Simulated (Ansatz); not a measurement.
**Kohn anomalies in LiPb (Pm-3m)**

Does LiPb (Pm-3m) have a Kohn anomaly or a soft branch that a wide smearing hides?

Main program and level: Ansatz 0.2.0; DFT PBEsol, scalar-relativistic, plane waves, PAW; PAW set soft_1.

This is a report of a sequence of runs, with most program output left out.

## Step 1: The starting structure

It takes space group Pm-3m (No. 221, cubic). Conventional cell: a = 3.522 Å, b = 3.522 Å, c = 3.522 Å, α = 90.00°, β = 90.00°, γ = 90.00°. Nearest to Li lie 8 Pb at 3.05 Å. Nearest to Pb lie 8 Li at 3.05 Å. Farther neighbours are not listed.

## Step 2: Relaxation

The structure is brought to rest under this functional.

Contents of input.yaml:

```yaml
crystal:
  lattice:
    - [3.522, 0.0, 0.0]
    - [0.0, 3.522, 0.0]
    - [0.0, 0.0, 3.522]
  atoms:
    - { symbol: Li, position: [0.5, 0.5, 0.5] }
    - { symbol: Pb, position: [0.0, 0.0, 0.0] }
kpoints:
  mp_grid: { grid: [8, 8, 8] }
hamiltonian:
  xc: pbesol
  pseudopotentials: { kind: paw, azcp: { folder: soft_1 }, xc_functional: pbe }
scf:
  occupations: { method: gaussian, width: 0.1 }
output:
  forces: true
  stress: true
  eigenvalues: true
relax:
  adjacent_minimum: "off"
  f_tol: 0.005
  max_steps: 80
  cell: { stress_tol: 0.05 }
```

Started as:

```
ansatz run input.yaml --threads 4 --pin off --max-ram 12288MiB --backend cpu --events-out ev --progress --plain --runs-dir out
```

It took 1.4 s on 4 threads of Arm Neoverse V2, shared host; peak memory 0.31 GiB.

Step by step:

```csv
step,energy less that of the first step (eV),largest force component (eV/Å),pressure (GPa),volume (Å³)
1,0.0000,0.0000,-0.23,43.69
2,-0.0002,0.0000,0.06,43.32
3,-0.0002,0.0000,0.00,43.40
4,-0.0002,0.0000,0.00,43.40
```

The log counts 1 steps on a newly chosen plane-wave basis, not all of them marked here; energy and pressure can jump at such steps.

```csv
"conventional cell, symmetrised",before,after,change
a (Å),3.522,3.514,-0.2 %
b (Å),3.522,3.514,-0.2 %
c (Å),3.522,3.514,-0.2 %
volume (Å³/atom),21.84,21.70,-0.7 %
```

The relaxed structure:

```cif
data_structure
_symmetry_space_group_name_H-M 'P 1'
_symmetry_Int_Tables_number 1
_cell_length_a 3.5143
_cell_length_b 3.5143
_cell_length_c 3.5143
_cell_angle_alpha 90.000
_cell_angle_beta 90.000
_cell_angle_gamma 90.000
_cell_volume 43.40
loop_
_atom_site_label
_atom_site_type_symbol
_atom_site_fract_x
_atom_site_fract_y
_atom_site_fract_z
_atom_site_occupancy
Li1 Li 0.50000 0.50000 0.50000 1
Pb2 Pb 0.00000 0.00000 0.00000 1
```

This step gave:

| Property | Result |
| --- | --- |
| pressure | -6.62e-4 GPa |
| volume per atom | 21.70 Å³/atom |
| metallic on mesh | yes |
| gap on the k-mesh | 0 eV |

The largest force is now zero by symmetry and the largest stress component 6.6e-4 GPa, small enough for phonons.

## Step 3: Phonons along a line: Fermi–Dirac smearing of 0.1 eV

Each wavevector is solved by itself, so no interpolation smooths a dip of the branch.

Contents of input.yaml:

```yaml
crystal:
  lattice:
    - [3.5142957894, 0.0, 0.0]
    - [0.0, 3.5142957894, 0.0]
    - [0.0, 0.0, 3.5142957894]
  atoms:
    - { symbol: Li, position: [0.5, 0.5, 0.5] }
    - { symbol: Pb, position: [0.0, 0.0, 0.0] }
kpoints:
  mp_grid: { grid: [16, 16, 16] }
hamiltonian:
  xc: pbesol
  pseudopotentials: { kind: paw, azcp: { folder: soft_1 }, xc_functional: pbe }
scf:
  occupations: { method: fermi_dirac, width: 0.1 }
output:
  eigenvalues: true
phonons:
  method: dfpt
  qpoints:
    - [0, 0, 0]
    - [0.0, 0.0625, 0.0]
    - [0.0, 0.1875, 0.0]
    - [0.0, 0.3125, 0.0]
    - [0.0, 0.4375, 0.0]
```

Wall time 2.2 min (4 threads); peak memory 1.7 GiB.

Each wavevector solved by linear response. Table of frequency by |q| along the line:

```csv
|q| along the line (Å⁻¹),mode 1 = mode 2 (cm⁻¹),mode 3 (cm⁻¹),mode 4 = mode 5 (cm⁻¹),mode 6 (cm⁻¹)
0.000,0,0,255,255
0.112,8.7,13.9,254,255
0.335,25.8,38.6,249,252
0.559,40.0,55.2,242,253
0.782,47.4,64.1,238,256
```

## Step 4: Phonons along a line: Fermi–Dirac smearing of 0.25 eV

The smearing blurs the Fermi surface that screens the phonons; a Fermi–Dirac width is an electronic temperature.

Changes to input.yaml since step 3:

```diff
@@ -14,3 +14,3 @@
 scf:
-  occupations: { method: fermi_dirac, width: 0.1 }
+  occupations: { method: fermi_dirac, width: 0.25 }
 output:
```

Wider smearing eases the sum over k-points of a metal but moves the result away from its zero-temperature value.

Run time: 2.3 min. Hardware: 4 threads; peak memory 1.8 GiB; 9.1 min of CPU time.

Each wavevector solved by linear response. Table of frequency by |q| along the line:

```csv
|q| along the line (Å⁻¹),mode 1 = mode 2 (cm⁻¹),mode 3 (cm⁻¹),mode 4 = mode 5 (cm⁻¹),mode 6 (cm⁻¹)
0.000,0,0,255,255
0.112,8.52,14.3,254,255
0.335,25.6,39.9,249,253
0.559,39.9,56.4,242,253
0.782,47.5,63.8,238,254
```

Against step 3 (now smearing width 0.25 eV), the free energy moves by -30.9 meV an atom.

## Step 5: Phonons along a line: Fermi–Dirac smearing of 0.04 eV

Changes to input.yaml since step 4:

```diff
@@ -14,3 +14,3 @@
 scf:
-  occupations: { method: fermi_dirac, width: 0.25 }
+  occupations: { method: fermi_dirac, width: 0.04 }
 output:
```

Narrower smearing comes nearer the zero-temperature value but asks more of the mesh.

Elapsed: 2.2 min, on 4 threads; peak memory 1.7 GiB; 8.5 min of CPU time.

Each wavevector solved by linear response. Table of frequency by |q| along the line:

```csv
|q| along the line (Å⁻¹),mode 1 = mode 2 (cm⁻¹),mode 3 (cm⁻¹),mode 4 = mode 5 (cm⁻¹),mode 6 (cm⁻¹)
0.000,0,0,255,255
0.112,8.85,13.6,254,254
0.335,25.8,38.1,249,251
0.559,39.9,54.3,243,252
0.782,47.5,64.6,239,257
```

Against step 3 (now smearing width 0.04 eV), the free energy moves by +5.2 meV an atom.

## Step 6: Wavevectors along a line: Methfessel–Paxton smearing of 0.2 eV

The smearing blurs the Fermi surface that screens the phonons; a Methfessel–Paxton width blurs it less than a thermal one.

Changes to input.yaml since step 5:

```diff
@@ -14,3 +14,3 @@
 scf:
-  occupations: { method: fermi_dirac, width: 0.04 }
+  occupations: { method: methfessel_paxton, width: 0.2 }
 output:
```

Wall time 2.2 min (4 threads); peak memory 1.7 GiB; 8.6 min of CPU time.

Each wavevector solved by linear response. The frequency by |q| along the line:

```csv
|q| along the line (Å⁻¹),mode 1 = mode 2 (cm⁻¹),mode 3 (cm⁻¹),mode 4 = mode 5 (cm⁻¹),mode 6 (cm⁻¹)
0.000,0,0,255,255
0.112,8.84,13.6,254,255
0.335,25.8,37.7,249,251
0.559,39.9,54.3,243,252
0.782,47.5,64.7,239,257
```

Against step 3 (now occupations Methfessel-Paxton and smearing width 0.2 eV), the free energy moves by +6.2 meV an atom.

## Step 7: The lowest branch at each setting

Lowest frequency against |q| along the line:

```csv
|q| along the line (Å⁻¹),"fermi dirac 0.1 eV, k 16x16x16 (cm⁻¹)","fermi dirac 0.25 eV, k 16x16x16 (cm⁻¹)","fermi dirac 0.04 eV, k 16x16x16 (cm⁻¹)","methfessel paxton 0.2 eV, k 16x16x16 (cm⁻¹)"
0.000,0,0,0,0
0.112,8.7,8.52,8.85,8.84
0.335,25.8,25.6,25.8,25.8
0.559,40.0,39.9,39.9,39.9
0.782,47.4,47.5,47.5,47.5
```

## Step 8: Outcome

```json
{
 "phonon run of the rows without a label of their own": "PBEsol, k 16×16×16",
 "lowest branch at the last solved point, Fermi–Dirac 0.1 eV": "47.4 cm⁻¹ at |q| = 0.782 Å⁻¹",
 "lowest branch at the last solved point, Fermi–Dirac 0.25 eV": "47.5 cm⁻¹ at |q| = 0.782 Å⁻¹",
 "lowest branch at the last solved point, Fermi–Dirac 0.04 eV": "47.5 cm⁻¹ at |q| = 0.782 Å⁻¹",
 "lowest branch at the last solved point, Methfessel–Paxton 0.2 eV": "47.5 cm⁻¹ at |q| = 0.782 Å⁻¹"
}
```

What this shows: No branch softens by more than 4 % of the top frequency as the smearing narrows, so no anomaly that hangs on the smearing shows at these points. The line holds 5 wavevectors, so a narrow dip between them would be missed. Between Fermi–Dirac 0.25 eV and Fermi–Dirac 0.04 eV the largest change, with modes counted by rank of frequency, is in mode 6 at |q| = 0.782 Å⁻¹, from 254 to 257 cm⁻¹; the branches hardly feel the smearing. Where branches cross, a count by rank can hide a softening. At the narrowest width the k mesh may not resolve the Fermi surface, so part of the change can be mesh noise. Spin–orbit coupling, left out here, matters for Pb. The PAW files were made for PBE; under other functionals the run regenerates their frozen core.

[Logs are printed without paths, hosts, clocks, repeated set-up lines and the standing remarks that a program may print on its own settings, such as how far it seeks lower states.]

[Hosts, paths, dates, database ids (printed as entryN), source tags and the programs' standing remarks are cut or masked in the printed files.]
